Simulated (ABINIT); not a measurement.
Entries from a set of simulations; values are calculated unless marked as measured.

**ZnSe (Stilleite): G0W0 with ABINIT, start to end**

It takes space group F-43m (No. 216, cubic). Conventional cell: a = 5.668 Å, b = 5.668 Å, c = 5.668 Å, α = 90.00°, β = 90.00°, γ = 90.00°. Nearest to Zn lie 4 Se at 2.45 Å. Nearest to Se lie 4 Zn at 2.45 Å. Farther neighbours, and contacts between anions beyond the nearest, are not listed.

```yaml
method: RPA screening on PBE, plane waves, norm-conserving pseudopotentials (and 2 further levels or steps)
program: ABINIT 10.8.3
settings: cutoff 48 Ha, PseudoDojo scalar-relativistic 0.4 stringent, norm-conserving, ngkpt (4, 4, 4), nband 141, ecuteps 6 Ha, inclvkb 2, shiftk (0, 0, 0), symchi 1, awtr 1, frequency ppm, 4×4×4 k-mesh
cost: 5 runs, 3.1 min in all on 8 MPI ranks of Intel Xeon Platinum 8488C (Sapphire Rapids), shared host
notes: The cell and positions come from the Crystallography Open Database and are kept as given unless a step says otherwise. Limits: no spin-orbit coupling. The 4×4×4 mesh is coarse for this cell, which bears on the long-range parts of exchange and screening.
pbe_gap: 1.29 eV, direct
g0w0_gap_on_the_mesh: 2.01 eV
gw_settings: 4×4×4 mesh, 141 bands, screening to 163.3 eV, Godby-Needs plasmon pole
known_limits: short of the basis limit; no spin-orbit coupling; coarse k mesh
```

G0W0 moves the gap on the mesh from 1.29 eV to 2.01 eV (+0.72 eV), with Z of 0.80 and 0.82 at the edges. Local fields lower the RPA ε∞ on this mesh from 14.48 to 13.53; a Γ-centred mesh this coarse tends to raise both, most where the direct gap is narrow, while a short band sum lowers them.

[Long decimals in the printed logs are rounded to 6 places.]

[Logs are printed without paths, hosts, clocks, repeated set-up lines and the standing remarks that a program may print on its own settings, such as how far it seeks lower states.]

[Paths, hosts, dates, memory and timing lines, banners, echoed tables and standing remarks are left out of the program output; an Ansatz launch command may be rebuilt from the run's recorded settings. Measured values are a selection of at most five: reports struck by readers or far from the other reports are left out. None is set beside runs whose start may be inverted or whose files or cutoffs have a known fault.]

[Runs of the session that timed out or met a known fault of the program may be left out.]

[Hosts, paths, dates, database ids (printed as entryN), source tags and the programs' standing remarks are cut or masked in the printed files.]

[G0W0 gaps are taken among the corrected bands and points alone; a level outside them can change the order at an edge.]

[Where Ansatz stands beside ABINIT at settings called matched, ABINIT's density can come from a denser mesh and the files from another edition; pairs whose starting gaps differed by over 0.03 eV were left out, so agreement reads better than it is.]
